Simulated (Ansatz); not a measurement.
# H on Ti(0001): change of the work function, part 3 of 4

Aim: the work function of Ti(0001) at several coverages of H (fcc site), and the dipole that each adsorbate carries.

Ansatz 0.2.0; plane-wave DFT, PBE, Ansatz PAW (set soft_1); PAW set soft_1.

So far, work function, upper face (eV): step 2 (the clean slab) 4.37; step 3 (37 atoms, coverage 0.111 ML, cell 3x3) 4.36.

## 4. Adsorbate added, k-mesh 6×6×1, coverage 0.25 ML

System of this step: H/Ti(0001). The cell holds 17 atoms: 16 Ti and 1 H. Cell: a = 5.900 Å, b = 5.900 Å, c = 25.905 Å, α = 90.0°, β = 90.0°, γ = 60.0°. Vacuum lies along c.

Another coverage, to see how the dipoles act on each other as their distance changes.

Input file input.yaml:

```yaml
crystal:
  lattice:
    - [5.9, 0.0, 0.0]
    - [2.95, 5.1095498824, 0.0]
    - [0.0, 0.0, 25.9053905263]
  atoms:
    - { symbol: Ti, position: [0.3333333333, 0.3333333333, 0.3474180399] }
    - { symbol: Ti, position: [0.0, 0.0, 0.4378355148] }
    - { symbol: Ti, position: [0.3333333333, 0.3333333333, 0.5308695644] }
    - { symbol: Ti, position: [0.0, 0.0, 0.6145744501] }
    - { symbol: Ti, position: [0.3333333333, 0.8333333333, 0.3474180399] }
    - { symbol: Ti, position: [0.0, 0.5, 0.4378355148] }
    - { symbol: Ti, position: [0.3333333333, 0.8333333333, 0.5308695644] }
    - { symbol: Ti, position: [0.0, 0.5, 0.6145744501] }
    - { symbol: Ti, position: [0.8333333333, 0.3333333333, 0.3474180399] }
    - { symbol: Ti, position: [0.5, 0.0, 0.4378355148] }
    - { symbol: Ti, position: [0.8333333333, 0.3333333333, 0.5308695644] }
    - { symbol: Ti, position: [0.5, 0.0, 0.6145744501] }
    - { symbol: Ti, position: [0.8333333333, 0.8333333333, 0.3474180399] }
    - { symbol: Ti, position: [0.5, 0.5, 0.4378355148] }
    - { symbol: Ti, position: [0.8333333333, 0.8333333333, 0.5308695644] }
    - { symbol: Ti, position: [0.5, 0.5, 0.6145744501] }
    - { symbol: H, position: [0.1666666667, 0.1666666667, 0.6525819601] }
kpoints:
  mp_grid: { grid: [6, 6, 1] }
hamiltonian:
  xc: pbe
  pseudopotentials: { kind: paw, azcp: { folder: soft_1 } }
scf:
  occupations: { method: fermi_dirac, width: 0.1 }
  convergence: { dr2_threshold: 1.0e-08 }
efield:
  axis: 3
  dipole_correction: true
  ramp_position: 0.97
  ramp_width: 0.06
relax:
  f_tol: 0.02
  max_steps: 60
  constraints: [{ sites: [0, 1, 4, 5, 8, 9, 12, 13] }]
output:
  dos: { projected: true, e_range: [-8, 4] }
  write_potential: true
  write_density: true
  volumetric_format: npy
  elf: true
```

The run is started by

```
> ansatz run input.yaml --threads 4 --pin off --max-ram 16384MiB --backend cpu --events-out ev --progress --plain --runs-dir out
```

Log:

```text
[...]
Crystal: 17 atoms, lattice volume = 780.953 Å³
Basis set: ecut = 420 eV, 15171 PW (Γ), exchange–correlation on 80×80×360 points (8 copies of the dense FFT grid, shifted against one another)
Bands: 116, of which v1, the nominal top of the filled ones, is band 97 counted from 1 (96 counted from 0)
Symmetry: 6 space group operations
[...]
k-points: 7 of 36 (time reversal used)
[...]
SCF iter   1: F=—  HF=-40017.781468 eV  |F-HF|=—  |Δ(HF+E_count)|=         —  Δρ=5.49e-2  dr2=2.62e2  ethr=3.10e-3  p=-0.000 e·Å  D=-2.55e-7 V/Å  ΔV_dip=0.00 eV  dr2_dipole=1.09e1  V_vac-E_F(+/−)=7.90/7.90 eV  ⟨swp⟩=10.1  Hψ=3732  notcnv=0
[...]
SCF iter  13: F=-40004.452090 eV  HF=-40004.452090 eV  |F-HF|=1.71e-8  |Δ(HF+E_count)|=   3.39e-7  Δρ=7.21e-7  dr2=5.52e-9  ethr=5.18e-12  p=0.022 e·Å  D=5.03e-3 V/Å  ΔV_dip=-0.13 eV  dr2_dipole=2.07e-12  V_vac-E_F(+/−)=4.29/4.42 eV  ⟨swp⟩=14.6  Hψ=7926  notcnv=0
SCF 1 converged in 13 iterations: F = -40004.452090 eV  dr2 = 5.52e-9
[...]
relax step   1: F+E_penalty+E_count = -40004.45209024 eV  Δ(F+E_penalty+E_count) = +0.000e0 eV  max|allowed force component| = 2.909e-1 eV/Å  Δτ_max = 0.0000 Å  (13 SCF iters, accepted)
[...]
SCF iter  10: F=-40004.465148 eV  HF=-40004.465148 eV  |F-HF|=6.66e-9  |Δ(HF+E_count)|=   9.23e-9  Δρ=2.87e-7  dr2=8.93e-10  ethr=5.18e-12  p=0.018 e·Å  D=4.07e-3 V/Å  ΔV_dip=-0.11 eV  dr2_dipole=1.69e-11  V_vac-E_F(+/−)=4.31/4.42 eV  ⟨swp⟩=10.0  Hψ=4975  notcnv=0
SCF 2 converged in 10 iterations: F = -40004.465148 eV  dr2 = 8.93e-10
[...]
relax step   2: F+E_penalty+E_count = -40004.46514760 eV  Δ(F+E_penalty+E_count) = -1.306e-2 eV  max|allowed force component| = 2.207e-1 eV/Å  Δτ_max = 0.1476 Å  (10 SCF iters, accepted)
SCF iter   1: F=—  HF=-40004.477199 eV  |F-HF|=—  |Δ(HF+E_count)|=         —  Δρ=1.73e-3  dr2=1.37e-1  ethr=6.64e-4  p=0.018 e·Å  D=4.07e-3 V/Å  ΔV_dip=-0.11 eV  dr2_dipole=3.08e-2  V_vac-E_F(+/−)=4.31/4.42 eV  ⟨swp⟩=2.7  Hψ=1245  notcnv=0
[...]
SCF iter   8: F=-40004.472329 eV  HF=-40004.472329 eV  |F-HF|=3.51e-8  |Δ(HF+E_count)|=   9.95e-8  Δρ=9.37e-7  dr2=6.75e-9  ethr=5.18e-12  p=0.019 e·Å  D=4.34e-3 V/Å  ΔV_dip=-0.11 eV  dr2_dipole=1.53e-10  V_vac-E_F(+/−)=4.30/4.42 eV  ⟨swp⟩=11.9  Hψ=6146  notcnv=0
SCF 3 converged in 8 iterations: F = -40004.472329 eV  dr2 = 6.75e-9
[...]
relax step   3: F+E_penalty+E_count = -40004.47232905 eV  Δ(F+E_penalty+E_count) = -7.181e-3 eV  max|allowed force component| = 7.451e-3 eV/Å  Δτ_max = 0.0495 Å  (8 SCF iters, accepted)
[...]
WARN: The input density's exchange-correlation potential varies sharply where the density is thin. Do not read a vacuum level from v_tot or v_xc, or from such a field of the output density. On a cell that repeats whose density bears no net charge and no dipole along the vacuum's axis use v_es (v_loc + v_h of the components); under efield.dipole_correction with no amplitude use v_es + v_field, which holds any external [...]
SCF converged after 8 iterations
Free energy (F): -40004.472329 eV
[...]
Internal energy: -40003.488635 eV  (E = F + TS)
E sigma→0 (E₀):  -40003.980482 eV
Entropy (-TS):   -0.983694 eV (-57.864 meV/atom)
Fermi energy:    2.068302 eV
Dipole field:    D = 0.004347 V/Å  (p = 0.018760 e·Å, saw-weighted, corrected)
Work function:   Φ+ = 4.3048 eV   Φ− = 4.4174 eV
[...]
--- Forces (eV/Å), atoms counted from 1 ---
  atom   1  Ti     0.01120322     0.00646818     0.60643153
  atom   2  Ti     0.00061164     0.00035313    -0.59687458
  atom   3  Ti    -0.00479643    -0.00276922    -0.00516660
  atom   4  Ti    -0.00574670    -0.00331786     0.00745099
  atom   5  Ti     0.00000000    -0.01293637     0.60643153
  atom   6  Ti    -0.00000000    -0.00070626    -0.59687458
  atom   7  Ti     0.00000000     0.00553844    -0.00516660
  atom   8  Ti     0.00000000     0.00663572     0.00745099
  atom   9  Ti    -0.01120322     0.00646818     0.60643153
  atom  10  Ti    -0.00061164     0.00035313    -0.59687458
  atom  11  Ti     0.00479643    -0.00276922    -0.00516660
  atom  12  Ti     0.00574670    -0.00331786     0.00745099
  atom  13  Ti     0.00000000    -0.00000000     0.58840935
  atom  14  Ti    -0.00000000     0.00000000    -0.62164588
  atom  15  Ti     0.00000000    -0.00000000    -0.00114116
  atom  16  Ti    -0.00000000     0.00000000    -0.00333400
  atom  17  H      0.00000000    -0.00000000     0.00219807
  max |Σ_I F_I| component: 1.04e-5 eV/Å
--- Band table (eV; the first three rows and the last of 7) ---
  k-point 0: bands = [... 93 lower, 2.1598, 2.3273, 2.4902, 2.5500, 2.5500, 2.5706, 2.7124, 2.7124, ... 15 higher]
  k-point 1: bands = [... 93 lower, 2.1536, 2.2461, 2.3347, 2.3931, 2.4052, 2.4169, 2.5857, 2.6243, ... 15 higher]
  k-point 2: bands = [... 93 lower, 1.9638, 2.0225, 2.0835, 2.0844, 2.1300, 2.2168, 2.2955, 2.3440, ... 15 higher]
  k-point 6: bands = [... 93 lower, 1.6986, 1.7124, 1.7250, 1.7641, 1.7734, 2.0129, 2.0300, 2.0426, ... 15 higher]
--- Relaxed structure (3 steps of the walk, 3 accepted, 0 SCFs on fresh bases) ---
  F+E_penalty+E_count = -40004.47232905 eV   max|allowed force component| = 7.451e-3 eV/Å
  atoms:
    - { symbol: Ti, position: [0.333333, 0.333333, 0.347418] }
    - { symbol: Ti, position: [2.666712e-17, 2.666712e-17, 0.437836] }
    - { symbol: Ti, position: [0.332584, 0.332584, 0.530639] }
    - { symbol: Ti, position: [0.00168561, 0.00168561, 0.615378] }
    - { symbol: Ti, position: [0.333333, 0.833333, 0.347418] }
    - { symbol: Ti, position: [5.551115e-17, 0.5, 0.437836] }
    - { symbol: Ti, position: [0.332584, 0.834833, 0.530639] }
    - { symbol: Ti, position: [0.00168561, 0.496629, 0.615378] }
    - { symbol: Ti, position: [0.833333, 0.333333, 0.347418] }
    - { symbol: Ti, position: [0.5, 2.666712e-17, 0.437836] }
    - { symbol: Ti, position: [0.834833, 0.332584, 0.530639] }
    - { symbol: Ti, position: [0.496629, 0.00168561, 0.615378] }
    - { symbol: Ti, position: [0.833333, 0.833333, 0.347418] }
    - { symbol: Ti, position: [0.500000, 0.5, 0.437836] }
    - { symbol: Ti, position: [0.833333, 0.833333, 0.530467] }
    - { symbol: Ti, position: [0.500000, 0.5, 0.612967] }
    - { symbol: H, position: [0.166667, 0.166667, 0.656367] }
```

Wall time 57 s (4 threads of Arm Neoverse V2, shared host); peak memory 2.2 GiB.

Step by step:

```
step  energy less that of the first step (eV)  largest force component (eV/Å)
   1                                   0.0000                          0.2909
   2                                  -0.0131                          0.2207
   3                                  -0.0202                          0.0075
```

The run keeps the 6 symmetry operations that the program found, so distortions that break them were not tested.

The atoms that moved most (Å):

```
atom      dx      dy      dz  length
 H17   0.000   0.000   0.098   0.098
Ti16   0.000   0.000  -0.042   0.042
 Ti4   0.015   0.009   0.021   0.027
Ti12  -0.015   0.009   0.021   0.027
 Ti8   0.000  -0.017   0.021   0.027
Ti15   0.000   0.000  -0.010   0.010
 Ti7   0.000   0.008  -0.006   0.010
Ti11   0.007  -0.004  -0.006   0.010
```

The relaxed structure:

```xyz
17
Lattice="5.9000 0.0000 0.0000 2.9500 5.1095 0.0000 0.0000 0.0000 25.9054" Properties=species:S:1:pos:R:3
Ti    2.9500    1.7032    9.0000
Ti    0.0000    0.0000   11.3423
Ti    2.9434    1.6994   13.7464
Ti    0.0149    0.0086   15.9416
Ti    4.4250    4.2580    9.0000
Ti    1.4750    2.5548   11.3423
Ti    4.4250    4.2656   13.7464
Ti    1.4750    2.5375   15.9416
Ti    5.9000    1.7032    9.0000
Ti    2.9500    0.0000   11.3423
Ti    5.9066    1.6994   13.7464
Ti    2.9351    0.0086   15.9416
Ti    7.3750    4.2580    9.0000
Ti    4.4250    2.5548   11.3423
Ti    7.3750    4.2580   13.7419
Ti    4.4250    2.5548   15.8792
H     1.4750    0.8516   17.0034
```

Read from the output:

| Quantity | Value |
| --- | --- |
| energy at zero smearing | -40003.9805 eV |
| work function, upper face | 4.305 eV |
| work function, lower face | 4.417 eV |
| dipole along the normal | 0.01876 e·Å |
| step between the vacuum levels | -0.1126 eV |

The density of states has structure finer than the step of the table below, so its rows give means over 0.25 eV. Peaks (eV: height): -1.260: 47.6, -1.200: 50.2, -0.720: 70.2, -0.360: 52.7, -0.060: 58.4, 0.000: 49.5, 0.390: 47.0.

The density of states by energy, zero at the Fermi level; means over each step:

```csv
energy (eV),density of states (states/eV a cell)
-6.25,0
-6.00,0.162
-5.75,1.39
-5.50,1.77
-5.25,4.60
-5.00,2.47
-4.75,1.56
-4.50,1.95
-4.25,2.46
-4.00,2.87
-3.75,4.60
-3.50,2.96
-3.25,2.44
-3.00,7.34
-2.75,7.88
-2.50,8.51
-2.25,15.6
-2.00,18.7
-1.75,22.5
-1.50,16.5
-1.25,23.3
-1.00,20.5
-0.75,42.1
-0.50,14.8
-0.25,23.7
0.00,35.6
0.25,32.5
0.50,34.4
```

Projected DOS per atom over height of the atomic layer and energy from the Fermi level. Layers: Ti4 Ti4 Ti4 Ti4 H from below.

Ten even steps from '0' (0.00 states/eV) to '9' (2.72 states/eV), each cell a mean:
```
96580
95470
63250
67660
53440
34430
34540
23420
11110
11110
00000
00100
00000
00000
00014
00002
00000
00000
00000
00000
00000
00000
```
Columns: height of the atomic layer (Å) from 9 to 17.0 (not evenly spaced); rows upwards: energy from the Fermi level (eV) from -7.96 to 0.645.

Valence density in the ca plane at fractional y = 0.000, with atoms of Ti within 0.2 Å of it. It is the smooth field of the valence electrons, not physical close to the nuclei.

Ten steps, logarithmic in the rise over the least value, from '0' (0 e/Å³) to '9' (11 e/Å³), each cell a mean:
```
12222258985222222236997410000000000000000000
12222236653222222224665210000000000000000000
23322222322222332222332110000000000000000000
24432222222122343222221110000000000000000000
23322222222122332222222110000000000000000000
22222224542222222223453110000000000000000000
12222247874222222235886310000000000000000000
12222269996222222237998410000000000000000000
12222258985222222236997410000000000000000000
12222236653222222224675210000000000000000000
23322222322222332222332211000000000000000000
24432222222122343222222211000000000000000000
23322222222122333222222211000000000000000000
22222224542222222223553210000000000000000000
12222247874222222235886310000000000000000000
12222269996222222237998410000000000000000000
```
Columns run along c (16.0 Å, from fractional 0.33 to 0.94 of the cell), rows up along a (5.9 Å). Atoms in or near the plane, at fractional coordinates: Ti at (0.44, 0.00), Ti at (0.62, 0.00), Ti at (0.44, 0.50), Ti at (0.62, 0.50).

ELF in the ca plane at fractional y = 0.000, with atoms of Ti within 0.2 Å of it. It is the smooth field of the valence electrons, not physical close to the nuclei.

Values, 9 rows by 16 columns, each cell a mean:
```
0.38 0.42 0.44 0.54 0.34 0.46 0.35 0.62 0.32 0.07 0.03 0.00 0.00 0.00 0.00 0.00
0.18 0.21 0.25 0.22 0.25 0.17 0.24 0.24 0.23 0.27 0.07 0.01 0.00 0.00 0.00 0.00
0.20 0.20 0.29 0.23 0.25 0.19 0.26 0.25 0.29 0.31 0.08 0.01 0.00 0.00 0.00 0.00
0.29 0.37 0.38 0.46 0.31 0.35 0.31 0.54 0.26 0.09 0.03 0.00 0.00 0.00 0.00 0.00
0.57 0.51 0.54 0.62 0.40 0.67 0.43 0.68 0.42 0.04 0.02 0.00 0.00 0.00 0.00 0.00
0.19 0.29 0.28 0.32 0.27 0.22 0.27 0.40 0.22 0.20 0.03 0.00 0.00 0.00 0.00 0.00
0.23 0.20 0.35 0.28 0.26 0.23 0.27 0.24 0.47 0.52 0.06 0.00 0.00 0.00 0.00 0.00
0.17 0.25 0.24 0.26 0.26 0.18 0.25 0.30 0.24 0.29 0.04 0.00 0.00 0.00 0.00 0.00
0.52 0.49 0.51 0.60 0.38 0.61 0.41 0.67 0.39 0.05 0.02 0.00 0.00 0.00 0.00 0.00
```
Columns run along c (16.0 Å, from fractional 0.33 to 0.94 of the cell), rows up along a (5.9 Å). Atoms in or near the plane, at fractional coordinates: Ti at (0.44, 0.00), Ti at (0.62, 0.00), Ti at (0.44, 0.50), Ti at (0.62, 0.50).

Electrostatic potential energy in the ca plane at fractional y = 0.000, with atoms of Ti within 0.2 Å of it. With pseudopotentials it is smooth inside the atoms' cores, unlike the true potential.

Ten even steps from '0' (-40 eV) to '9' (6 eV), each cell a mean:
```
99999730003799999862000489999999999999999999
88889862136898888885224789999999999999999999
76678987678987667888767899999999999999999999
65568998889987546899888999999999999999999999
75578988888987557898888999999999999999999999
87788875457888778886446899999999999999999999
98899841014899889873001589999999999999999999
99999720002799999861000489999999999999999999
99999730003799999861000489999999999999999999
88889862136898888874213789999999999999999999
76678987678987667888667899999999999999999999
65568998889987546899888999999999999999999999
75578988888987557888888999999999999999999999
87788875457888778886435799999999999999999999
98899841014899889873001589999999999999999999
99999720002799999861000489999999999999999999
```
Columns run along c (16.0 Å, from fractional 0.33 to 0.94 of the cell; values clipped at the 3rd and 97th percentile), rows up along a (5.9 Å). Atoms in or near the plane, at fractional coordinates: Ti at (0.44, 0.00), Ti at (0.62, 0.00), Ti at (0.44, 0.50), Ti at (0.62, 0.50).

The relaxation took 3 steps and lowered the energy by 0.020 eV; the largest force on the free atoms ends at 0.0075 eV/Å.

By hand: a sheet of dipoles makes a step −p/(ε₀A) in the electron's potential. With e/ε₀ = 180.95 V·Å, p = 0.01876 e·Å and A = 30.15 Å², that is −180.95 × (0.01876) / 30.15 = -0.113 eV, and the two vacuum levels of the run differ by -0.113 eV.

The covered face has 4.30 eV, -0.07 eV against the clean one; the bare back face has moved by -0.01 eV, a measure of how thin the slab is.

## 5. The covered slab, k-mesh 6×6×1, coverage 0.5 ML

System of this step: H/Ti(0001). The cell holds 18 atoms: 16 Ti and 2 H. Its edges and angles: a = 5.900 Å, b = 5.900 Å, c = 25.905 Å, α = 90.0°, β = 90.0°, γ = 60.0°. Vacuum lies along c.

Another coverage, to see how the dipoles act on each other as their distance changes.

input.yaml, as its differences from that of step 4:

```diff
@@ -23,2 +23,3 @@
     - { symbol: H, position: [0.1666666667, 0.1666666667, 0.6525819601] }
+    - { symbol: H, position: [0.6666666667, 0.1666666667, 0.6525819601] }
 kpoints:
```

Log:

```text
[...]
Crystal: 18 atoms, lattice volume = 780.953 Å³
Basis set: ecut = 420 eV, 15171 PW (Γ), exchange–correlation on 80×80×360 points (8 copies of the dense FFT grid, shifted against one another)
Bands: 117, of which v1, the nominal top of the filled ones, is band 97 counted from 1 (96 counted from 0)
Symmetry: 4 space group operations
[...]
- { symbol: Ti, position: [0.83333333335, 0.833333, 0.3474180399] }
    - { symbol: Ti, position: [0.500000, 0.5, 0.4378355148] }
    - { symbol: Ti, position: [0.832912, 0.834176, 0.530440] }
    - { symbol: Ti, position: [0.502442, 0.495115, 0.614459] }
    - { symbol: H, position: [0.166627, 0.166746, 0.656028] }
    - { symbol: H, position: [0.666627, 0.166746, 0.656028] }
[key lines of the parts left out:]
SCF converged after 9 iterations
Free energy (F): -40021.447618 eV
Fermi energy:    2.087245 eV
Dipole field:    D = 0.004685 V/Å  (p = 0.020220 e·Å, saw-weighted, corrected)
Work function:   Φ+ = 4.2906 eV   Φ− = 4.4120 eV
```

Elapsed: 1.9 min, on 4 threads; peak memory 2.6 GiB.

(Continued in part 4 of 4.)

[Long decimals in the printed logs are rounded to 6 places.]

[Logs are printed without paths, hosts, clocks, repeated set-up lines and the standing remarks that a program may print on its own settings, such as how far it seeks lower states.]

[Hosts, paths, dates, database ids (printed as entryN), source tags and the programs' standing remarks are cut or masked in the printed files.]

[Maps of the electrostatic potential energy from Ansatz leave out the sawtooth potential of an applied field or a dipole correction, so their vacuum need not be flat; planar profiles and work functions include it.]

[The density of states shown here was stored with 400 of the rows of the run's finer table, so its peaks can read low, often by over a quarter, or be missed, and its means over a window can be off by a tenth or more.]
